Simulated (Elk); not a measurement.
Planning a run of Elk 11.2.3 (patched build) on CsMgF3 (Pm-3m). The input:

```
tasks
  0

xctype
  22

rgkmax
  8.5

gmaxvr
  18.0

lmaxapw
  10

lmaxo
  8

nxlo
  2

lorbcnd
  .true.

autolinengy
  .true.

tshift
  .false.

ngridk
  6 6 6

swidth
  0.0005

maxscl
  80

sppath
  './'

avec
  8.0356956278 0.0000000000 0.0000000000
  0.0000000000 8.0356956278 0.0000000000
  0.0000000000 0.0000000000 8.0356956278

atoms
  3
  'Cs.in'
  1
  0.0000000000 0.0000000000 0.0000000000
  'Mg.in'
  1
  0.5000000000 0.5000000000 0.5000000000
  'F.in'
  3
  0.0000000000 0.5000000000 0.5000000000
  0.5000000000 0.0000000000 0.5000000000
  0.5000000000 0.5000000000 0.0000000000
```

```sh
OMP_NUM_THREADS=4 elk > log
```

**Question.** Estimate wall time and host memory on 4 threads of Arm Neoverse V1, shared host.

It took 60 s; on shared hardware allow 30 s to 2 min. Peak host memory was 0.41 GiB.

[Paths, hosts, dates, memory and timing lines, banners, echoed tables and standing remarks are left out of the program output.]

[Logs are printed without paths, hosts, clocks, repeated set-up lines and the standing remarks that a program may print on its own settings, such as how far it seeks lower states.]

[Runs of the session that timed out or met a known fault of the program may be left out.]

[Hosts, paths, dates, database ids (printed as entryN), source tags and the programs' standing remarks are cut or masked in the printed files.]
